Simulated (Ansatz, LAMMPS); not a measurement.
**Ionic liquid Pyr13+ triflate with water at 450 K (143 atoms): support functions against a reference**

Wanted: errors and times of a linear-scaling basis for ionic liquid Pyr13+ triflate with water at 450 K (143 atoms). A setting counts as converged where the r.m.s. difference of forces stays under 1 % of the r.m.s. force.

Method: Kohn-Sham DFT, PBE+D4, PAW (set soft_2), plane waves, in Ansatz 0.2.0.

## 1. Starting point

The cell holds 143 atoms: 36 C, 4 N, 74 H, 13 O, 4 S and 12 F. Its edges and angles: a = 11.389 Å, b = 11.389 Å, c = 11.389 Å, α = 90.0°, β = 90.0°, γ = 90.0°. 4 Pyr13+, 4 triflate, 1 H2O placed at random, at 1.27 g/cm³; overlaps pushed apart, then 10 ps at 700 K with MMFF94 bonds, angles, torsions, charges and radii (Halgren, J. Comput. Chem. 17, 490 (1996)) in harmonic and 12-6 forms; SPC/E water (Berendsen, Grigera and Straatsma, J. Phys. Chem. 91, 6269 (1987)); charges of ions scaled by 0.8. Snapshot after 30 ps at 450 K and fixed volume.

What the set-up can't give: The network of contacts between molecules at the start is that of the classical potential that made the cell, and needn't be the one that DFT or experiment would give. The density was typed from a rule of thumb and may lie off the real one at this temperature. The Brillouin zone is sampled at Γ only, in a cell whose shortest periodic width is 11 Å.

## 2. How the cell was made

A classical potential makes the cell, at a small fraction of what the same run would cost in DFT.

This step: classical MD, MMFF94 bonds, angles, torsions, charges and radii (Halgren, J. Comput. Chem. 17, 490 (1996)) in harmonic and 12-6 forms; SPC/E water (Berendsen, Grigera and Straatsma, J. Phys. Chem. 91, 6269 (1987)); charges of ions scaled by 0.8 (LAMMPS 22 Jul 2025 - Update 4).

File in.lmp:

```
# ionic liquid Pyr13+ triflate with water
units real
atom_style full
boundary p p p
bond_style harmonic
angle_style harmonic
dihedral_style opls
improper_style harmonic
special_bonds lj 0 0 0.5 coul 0 0 0.75
read_data data.lmp
neigh_modify delay 0 every 1 check yes one 4000
comm_modify cutoff 12.0
timestep 0.5
thermo_style custom step time temp pe press density
thermo_modify norm yes
# push overlapping molecules apart
pair_style soft 2.6
pair_coeff * * 0.0
variable a equal ramp(1,60)
fix ad all adapt 1 pair soft a * * v_a
velocity all create 700 63644 mom yes dist gaussian
fix lim all nve/limit 0.03
fix lan all langevin 700 700 50 63645 zero yes
thermo 1000
run 3000 post no
unfix ad
pair_style lj/cut/coul/long 9.0
pair_modify mix arithmetic tail yes
pair_coeff 1 1 0.0678 3.3680   # C
pair_coeff 2 2 0.0721 3.3270   # N
pair_coeff 3 3 0.0216 2.5400   # H
pair_coeff 4 4 0.0763 3.0960   # O
pair_coeff 5 5 0.2681 3.4180   # S
pair_coeff 6 6 0.0801 2.5590   # F
# [... 21 lines left out ...]
compute msd all msd com yes
thermo 7500
fix md all nvt temp 450 450 100
run 30000 post no
print "== T450: mean square displacement over the hold $(c_msd[4]:%.2f) A^2"
unfix md
uncompute msd
write_dump all custom T450.dump id type xs ys zs modify sort id
```

Command:

```console
$ lmp -in in.lmp -log none -nocite
```

The log of the run:

```text
LAMMPS (22 Jul 2025 - Update 4)
Reading data file ...
  orthogonal box = (0 0 0) to (11.38923 11.38923 11.38923)
  143 atoms
  orthogonal box = (0 0 0) to (11.38923 11.38923 11.38923)
  138 bonds
  265 angles
  360 dihedrals
WARNING: Bond/angle/dihedral extent > half of periodic box length
   Step          Time           Temp          PotEng         Press         Density
         0   0              700            0.64439468    -21844.985      1.2669986
      1000   500            557.60784      2.5667745      21078.183      1.2669986
      2000   1000           590.3219       2.9820317      15856.446      1.2669986
      3000   1500           635.97187      2.8383243      32968.993      1.2669986
WARNING: Bond/angle/dihedral extent > half of periodic box length
Loop time of 0.282721 s on 1 MPI rank(s) for 3000 steps with 143 atoms
PPPM initialization ...
WARNING: System is not charge neutral, net charge = -0.00032
  G vector (1/distance) = 0.28484203
  grid = 6 6 6
  estimated relative force accuracy = 5.7888293e-05
WARNING: Bond/angle/dihedral extent > half of periodic box length
   Step          Time           Temp          PotEng         Press         Density
      3000   1500           635.97187      3.8861121     -802.16422      1.2669986
[... 17 lines left out ...]
Loop time of 0.823426 s on 1 MPI rank(s) for 2000 steps with 143 atoms
WARNING: Bond/angle/dihedral extent > half of periodic box length
   Step          Time           Temp          PotEng         Press         Density
      2000   1000           597.8531       3.3943994      7000.3649      1.2669986
[... 5 lines left out ...]
WARNING: Bond/angle/dihedral extent > half of periodic box length
Loop time of 4.65099 s on 1 MPI rank(s) for 10000 steps with 143 atoms
WARNING: Bond/angle/dihedral extent > half of periodic box length
   Step          Time           Temp          PotEng         Press         Density
[... 4 lines left out ...]
WARNING: Bond/angle/dihedral extent > half of periodic box length
Loop time of 2.23792 s on 1 MPI rank(s) for 5000 steps with 143 atoms
WARNING: Bond/angle/dihedral extent > half of periodic box length
   Step          Time           Temp          PotEng         Press         Density
[... 2 lines left out ...]
     30000   29000          371.40787      2.5729042      701.5248       1.2669986
     37500   36500          436.9584       2.5390874      146.05007      1.2669986
     45000   44000          512.47062      2.7796955     -4886.2793      1.2669986
     47000   46000          417.6607       2.6992888      15294.676      1.2669986
WARNING: Bond/angle/dihedral extent > half of periodic box length
Loop time of 13.2095 s on 1 MPI rank(s) for 30000 steps with 143 atoms
== T450: mean square displacement over the hold 12.02 A^2
```

The job ended after 22 s (1 thread of Intel Xeon 6975P-C (Granite Rapids), shared host; peak memory 0.12 GiB).

The input also reads data.lmp (atoms, bonds and types; not printed here).

## 3. Plane-wave single point

The first run uses the default basis; a harder plane-wave run follows as the reference for the support functions.

File input.yaml:

```yaml
crystal:
  lattice:
    - [11.38923, 0.0, 0.0]
    - [0.0, 11.38923, 0.0]
    - [0.0, 0.0, 11.38923]
  atoms:
    - { symbol: C, position: [0.69, 0.72913, 0.89039] }
    - { symbol: C, position: [0.66266, 0.8195, 0.79687] }
    - { symbol: C, position: [0.6587, 0.94201, 0.8444] }
    - { symbol: "N", position: [0.62002, 0.0329, 0.76682] }
    - { symbol: C, position: [0.70782, 0.05629, 0.67457] }
    - { symbol: C, position: [0.61153, 0.14603, 0.83708] }
    - { symbol: C, position: [0.49422, 0.13823, 0.89487] }
    - { symbol: C, position: [0.42344, 0.04704, 0.82742] }
    - { symbol: C, position: [0.49639, 0.02301, 0.72204] }
    - { symbol: H, position: [0.75231, 0.75055, 0.96013] }
    - { symbol: H, position: [0.70241, 0.64012, 0.85016] }
    - { symbol: H, position: [0.60892, 0.72259, 0.93635] }
    - { symbol: H, position: [0.73519, 0.81172, 0.73569] }
    - { symbol: H, position: [0.57166, 0.7993, 0.75807] }
    - { symbol: H, position: [0.73924, 0.96538, 0.87618] }
    - { symbol: H, position: [0.59921, 0.93159, 0.92175] }
    - { symbol: H, position: [0.78129, 0.07698, 0.72375] }
    - { symbol: H, position: [0.67585, 0.12542, 0.61602] }
    - { symbol: H, position: [0.70643, 0.97977, 0.62222] }
    - { symbol: H, position: [0.63174, 0.20588, 0.77616] }
    - { symbol: H, position: [0.68878, 0.1456, 0.88722] }
    - { symbol: H, position: [0.49629, 0.1084, 0.97928] }
    - { symbol: H, position: [0.44094, 0.21665, 0.90481] }
    - { symbol: H, position: [0.33897, 0.0823, 0.79603] }
    - { symbol: H, position: [0.40754, 0.96526, 0.87827] }
    - { symbol: H, position: [0.48811, 0.10086, 0.66249] }
    - { symbol: H, position: [0.48124, 0.94661, 0.66648] }
    - { symbol: C, position: [0.82585, 0.67837, 0.42136] }
    - { symbol: C, position: [0.77797, 0.61364, 0.31311] }
    - { symbol: C, position: [0.76807, 0.48199, 0.34814] }
    - { symbol: "N", position: [0.70142, 0.40642, 0.26185] }
    - { symbol: C, position: [0.57552, 0.4329, 0.28589] }
    [... 105 atom lines left out ...]
    - { symbol: F, position: [0.56444, 0.82619, 0.51738] }
    - { symbol: F, position: [0.51899, 0.73562, 0.35029] }
    - { symbol: F, position: [0.38874, 0.84978, 0.44451] }
    - { symbol: O, position: [0.91465, 0.1665, 0.89836] }
    - { symbol: H, position: [0.9544, 0.22848, 0.94619] }
    - { symbol: H, position: [0.96456, 0.14663, 0.82891] }
kpoints:
  mp_grid: { grid: [1, 1, 1] }
hamiltonian:
  xc: pbe
  dispersion: d4
scf:
  occupations: { method: fixed }
output:
  forces: true
  stress: true
  populations: intrinsic
  dos:
    method: { smearing: { sigma: 0.08 } }
    de: 0.1
    projected: { site_lists: { C: [C], F: [F], H: [H], "N": ["N"], O: [O] } }
  eigenvalues: true
  write_density: true
  write_potential: true
  volumetric_format: npy
```

Command:

```console
$ ansatz run input.yaml --threads 8 --pin off --max-ram 15872MiB --backend cpu --events-out ev --progress --plain --runs-dir out
```

The log of the run:

```text
Engine: ansatz 0.2.0, x86_64-unknown-linux-gnu
Pseudopotentials: kind: paw
Pseudopotential: C, paw, valence charge 4, recommended cutoff 420 eV (normal), C.paw.azcp
Pseudopotential: N, paw, valence charge 5, recommended cutoff 420 eV (normal), N.paw.azcp
Pseudopotential: H, paw, valence charge 1, recommended cutoff 420 eV (normal), H.paw.azcp
Pseudopotential: O, paw, valence charge 6, recommended cutoff 420 eV (normal), O.paw.azcp
Pseudopotential: S, paw, valence charge 6, recommended cutoff 420 eV (normal), S.paw.azcp
Pseudopotential: F, paw, valence charge 7, recommended cutoff 420 eV (normal), F.paw.azcp
[... 5 lines on functional and potentials left out ...]
Crystal: 143 atoms, lattice volume = 1477.349 Å³
Basis set: ecut = 420 eV, 28887 PW (Γ), exchange–correlation on 160×160×160 points (8 copies of the dense FFT grid, shifted against one another)
Bands: 355, of which v1, the nominal top of the filled ones, is band 212 counted from 1 (211 counted from 0)
Symmetry: 1 space group operations
Space group: P1 (ITA 1), of the structure as read, at distance tolerance 1.1e-4 Å
k-points: 1
[... 13 lines on functional and potentials left out ...]
Initial density: superposition of atomic densities (neutral atoms: chi_scale 0, normalization atom), corrected by the library's trained network
Initial wavefunctions: pseudopotential atomic-orbital guess
Functional: x = pbe(κ = 0.804, μ = 0.219515), c = pbe(β = 0.066725)
SCF iter   1: F=—  HF=-32430.379236 eV  |F-HF|=—  |Δ(HF+E_count)|=         —  Δρ=5.10e-3  dr2=5.12e-1  ethr=1.77e-3  ⟨swp⟩=5.0  Hψ=1321  notcnv=0  defer=137
preconditioner: auto → Resta (q_TF=auto, 2.216 Å⁻¹)  ε∞=2.5  [insulator: Δε(μ)=4.738 eV  Ē_g=15.836 eV  n_scr=256 (ndim 8)  ℏωp=19.2 eV  f_vac=0.258  ε∞_Penn≈2.5]
SCF iter   2: F=—  HF=-32430.234593 eV  |F-HF|=—  |Δ(HF+E_count)|=   1.45e-1  Δρ=2.53e-3  dr2=1.05e-1  ethr=1.21e-4  ⟨swp⟩=2.0  Hψ=452  notcnv=0  defer=141
SCF iter   3: F=—  HF=-32430.234387 eV  |F-HF|=—  |Δ(HF+E_count)|=   2.06e-4  Δρ=1.32e-3  dr2=2.94e-2  ethr=2.48e-5  ⟨swp⟩=3.0  Hψ=421  notcnv=0  defer=141
SCF iter   4: F=—  HF=-32430.230449 eV  |F-HF|=—  |Δ(HF+E_count)|=   3.94e-3  Δρ=5.02e-4  dr2=4.30e-3  ethr=6.93e-6  ⟨swp⟩=2.0  Hψ=422  notcnv=0  defer=141
SCF iter   5: F=—  HF=-32430.229944 eV  |F-HF|=—  |Δ(HF+E_count)|=   5.04e-4  Δρ=2.09e-4  dr2=7.28e-4  ethr=1.01e-6  ⟨swp⟩=2.0  Hψ=420  notcnv=0  defer=141
SCF iter   6: F=—  HF=-32430.229862 eV  |F-HF|=—  |Δ(HF+E_count)|=   8.26e-5  Δρ=9.92e-5  dr2=1.36e-4  ethr=1.72e-7  ⟨swp⟩=2.0  Hψ=431  notcnv=0  defer=141
SCF iter   7: F=—  HF=-32430.229831 eV  |F-HF|=—  |Δ(HF+E_count)|=   3.04e-5  Δρ=3.08e-5  dr2=1.38e-5  ethr=3.21e-8  ⟨swp⟩=2.0  Hψ=432  notcnv=0  defer=136
SCF iter   8: F=—  HF=-32430.229729 eV  |F-HF|=—  |Δ(HF+E_count)|=   1.03e-4  Δρ=1.30e-5  dr2=2.22e-6  ethr=3.25e-9  ⟨swp⟩=2.0  Hψ=553  notcnv=0  defer=137
SCF iter   9: F=—  HF=-32430.229728 eV  |F-HF|=—  |Δ(HF+E_count)|=   4.30e-7  Δρ=6.46e-6  dr2=5.44e-7  ethr=5.24e-10  ⟨swp⟩=2.0  Hψ=432  notcnv=0  defer=137
SCF iter  10: F=-32430.229728 eV  HF=-32430.229728 eV  |F-HF|=3.88e-8  |Δ(HF+E_count)|=   1.41e-7  Δρ=1.73e-6  dr2=4.98e-8  ethr=2.36e-11  ⟨swp⟩=22.0  Hψ=3461  notcnv=0
SCF 1 converged in 10 iterations: F = -32430.229728 eV  dr2 = 4.98e-8
  greatest PAW one-centre occupation: 0.935 electrons in one spin orbital (limit 2), on the F atom at site 122 (counted from 0), in its partial waves of l = 0
WARN: The input density's exchange-correlation potential varies sharply where the density is thin. Do not read a vacuum level from v_tot or v_xc, or from such a field of the output density. On a cell that repeats whose density bears no net charge and no dipole along the vacuum's axis use v_es (v_loc + v_h of the components); [...]
SCF converged after 10 iterations
Free energy (F): -32430.229728 eV
Harris-Foulkes:  -32430.229728 eV  (|F-HF|=3.88e-8)
Internal energy: -32430.229728 eV  (E = F + TS)
E sigma→0 (E₀):  -32430.229728 eV
Fermi energy:    -0.118129 eV
--- Per-component energies (eV) ---
  E_band       = -3576.759537
  E_kinetic    = 10121.150314
  E_local      = -36574.849223  (includes V_loc(G=0)·N_el)
  E_nonlocal   = 2897.474030
  E_hartree    = 13883.774646
  E_xc         = -4955.729278
  E_vxc        = -6126.329688  (∫ρ·V_xc dr)
  E_paw        = -10998.336843  (= ΣΔE_a)
  E_vpaw       = -1661.704319  (= ΣTr[D̂ρ^β])
  E_aug_tail   = -0.046587  (compensation charges beyond the density's cutoff)
  E_ewald      = -6796.336335
  E_disp       = -7.330452  (pairwise vdW)
  E_smearing   = -0.000000  (= −TS)
  E_closure    = 0.000000  (closes the sum)
  Σ components = -32430.229728   (vs F -32430.229728, Δ=0.00e0)
--- Forces (eV/Å), atoms counted from 1 ---
  atom   1  C     -0.72925709    -0.89604549    -0.09778595
  atom   2  C     -0.28130287    -0.41403618    -1.05054718
  atom   3  C     -2.41095820    -2.70105621     1.25888287
  atom   4  N     -1.00105679     1.64036775    -0.63943132
  atom   5  C     -2.33921207    -0.16643506    -0.97755181
  atom   6  C     -0.71220849    -2.72066795     1.31886001
  atom   7  C     -1.15686693     0.91130660    -1.18305435
  atom   8  C     -1.18471555    -0.67685648    -0.27836917
  atom   9  C      0.28545649     0.83786162    -1.36539286
  atom  10  H      0.56718190     0.13690588    -0.40128424
  atom  11  H      0.25681441     0.86906113     0.41477849
  atom  12  H     -1.07082625    -0.49754720     1.00761043
  atom  13  H     -0.22809275     0.05992556    -0.99336020
  atom  14  H      1.63890834    -0.02660864     0.14585235
[...]
atom 142  H     -0.04689501    -0.53649852    -0.93311879
  atom 143  H     -0.29311032     0.38968860     0.97405118
  max |Σ_I F_I| component: 1.05e-4 eV/Å
--- Stress (GPa, compression-positive) ---
        3.998112       0.018555      -0.621645
        0.018555       3.558243       0.453254
       -0.621645       0.453255       3.664033
  P = ⅓ Tr σ = 3.7401 GPa (37.401 kbar)
--- Band table (eV) ---
  k-point 0: bands = ["-28.2984", "-27.6085", "-27.1747", "-27.1109", [... 339 levels ...], "11.2032", "11.2594", "11.3016", "11.3794", "11.3924", "11.4583", "11.4730", "11.5332", "11.6015", "11.6132", "11.6472", "11.7005"]
--- intrinsic populations: 143 sites ---
  site symbol       q [e]
     0      C      4.5173
     1      C      4.3016
     2      C      4.2476
[...]
142      H      0.6219
  spilling = -0.000000 (of n_electrons = 424.000000)
```

The job ended after 9.8 s (8 threads of Intel Xeon 6975P-C (Granite Rapids), shared host; peak memory 2.1 GiB).

The column dr2 measures how far the density is from self-consistency, as an energy; F and HF (Harris–Foulkes) agree once it is small.

The program notes that the exchange-correlation potential is rough where the density is thin.

Read from the output:

| Item | Value |
| --- | --- |
| free energy | -32430.2297 eV |
| free energy per atom | -226.7848 eV/atom |
| SCF cycles | 10 |
| pressure | 3.74 GPa |
| r.m.s. force component | 1.152 eV/Å |
| longest force | 5.717 eV/Å |
| Fermi energy | -0.1181 eV |
| gap (highest filled to lowest empty level) | 4.686 eV |

The r.m.s. force component of 1.2 eV/Å and the pressure of 3.7 GPa set the scale for the differences below.

## 4. Plane waves at 750 eV (750 eV)

The grid of the support functions holds more waves than the default cutoff, so they are judged against a harder plane-wave run.

input.yaml, the sections that differ from step 3:

```yaml
output:
  forces: true
  eigenvalues: true
basis:
  ecutwfc: "750 eV"
# crystal, kpoints, hamiltonian, scf: as in step 3
```

The log of the run:

```text
[...]
Crystal: 143 atoms, lattice volume = 1477.349 Å³
Basis set: ecut = 750 eV, 68891 PW (Γ), exchange–correlation on 216×216×216 points (8 copies of the dense FFT grid, shifted against one another)
Bands: 355, of which v1, the nominal top of the filled ones, is band 212 counted from 1 (211 counted from 0)
Symmetry: 1 space group operations
[...]
k-points: 1
[...]
SCF iter   1: F=—  HF=-32430.930393 eV  |F-HF|=—  |Δ(HF+E_count)|=         —  Δρ=5.29e-3  dr2=5.17e-1  ethr=1.77e-3  ⟨swp⟩=5.0  Hψ=1322  notcnv=0  defer=136
[...]
SCF iter   3: F=—  HF=-32430.782511 eV  |F-HF|=—  |Δ(HF+E_count)|=   9.20e-4  Δρ=1.35e-3  dr2=2.99e-2  ethr=2.52e-5  ⟨swp⟩=3.0  Hψ=422  notcnv=0  defer=32
automatic band count: iteration 3 solves 246 bands in place of 355: the levels show a gap, and the empty bands left out lie too high to hold charge; the band table lists the bands solved (type scf.n_extra_bands for more)
SCF iter   4: F=—  HF=-32430.778461 eV  |F-HF|=—  |Δ(HF+E_count)|=   4.05e-3  Δρ=4.99e-4  dr2=4.25e-3  ethr=7.04e-6  ⟨swp⟩=3.0  Hψ=423  notcnv=0  defer=32
SCF iter   5: F=—  HF=-32430.777969 eV  |F-HF|=—  |Δ(HF+E_count)|=   4.92e-4  Δρ=2.10e-4  dr2=7.29e-4  ethr=1.00e-6  ⟨swp⟩=2.0  Hψ=420  notcnv=0  defer=32
[...]
SCF iter   9: F=—  HF=-32430.779925 eV  |F-HF|=—  |Δ(HF+E_count)|=   4.99e-7  Δρ=6.32e-6  dr2=5.30e-7  ethr=5.62e-10  ⟨swp⟩=2.0  Hψ=432  notcnv=0  defer=30
SCF iter  10: F=-32430.779925 eV  HF=-32430.779925 eV  |F-HF|=4.23e-8  |Δ(HF+E_count)|=   1.47e-7  Δρ=1.77e-6  dr2=5.26e-8  ethr=2.36e-11  ⟨swp⟩=14.0  Hψ=1309  notcnv=0
SCF 1 converged in 10 iterations: F = -32430.779925 eV  dr2 = 5.26e-8
[...]
SCF converged after 10 iterations
Free energy (F): -32430.779925 eV
[...]
Internal energy: -32430.779925 eV  (E = F + TS)
E sigma→0 (E₀):  -32430.779925 eV
Fermi energy:    -0.118457 eV
[...]
Σ components = -32430.779925   (vs F -32430.779925, Δ=0.00e0)
--- Forces (eV/Å), atoms counted from 1 ---
  atom   1  C     -0.73073986    -0.90271085    -0.08919158
  atom   2  C     -0.28146320    -0.41693654    -1.06057558
  atom   3  C     -2.40769349    -2.69712345     1.26951607
  atom   4  N     -0.99695077     1.63867266    -0.63990130
[...]
atom 143  H     -0.30192342     0.39423801     0.98817088
  max |Σ_I F_I| component: 9.54e-5 eV/Å
--- Band table (eV) ---
[...]
```

It took 9.5 s on 8 threads; peak memory 4 GiB.

Forces differ from the reference by 5.5 meV/Å r.m.s., 0.48 % of their size, within a tolerance of 1 %; the energy by -3.8 meV/atom.

(Part 1 of 4 ends here.)

[Long decimals in the printed logs are rounded to 6 places.]

[Logs are printed without paths, hosts, clocks, repeated set-up lines and the standing remarks that a program may print on its own settings, such as how far it seeks lower states.]

[Hosts, paths, dates, database ids (printed as entryN), source tags and the programs' standing remarks are cut or masked in the printed files.]

[The MMFF94 radii named for the starting cell were scaled by 0.96; in molecules described by MMFF94, hydrogen bound to N, O or S took a small fixed 12-6 site in their place.]
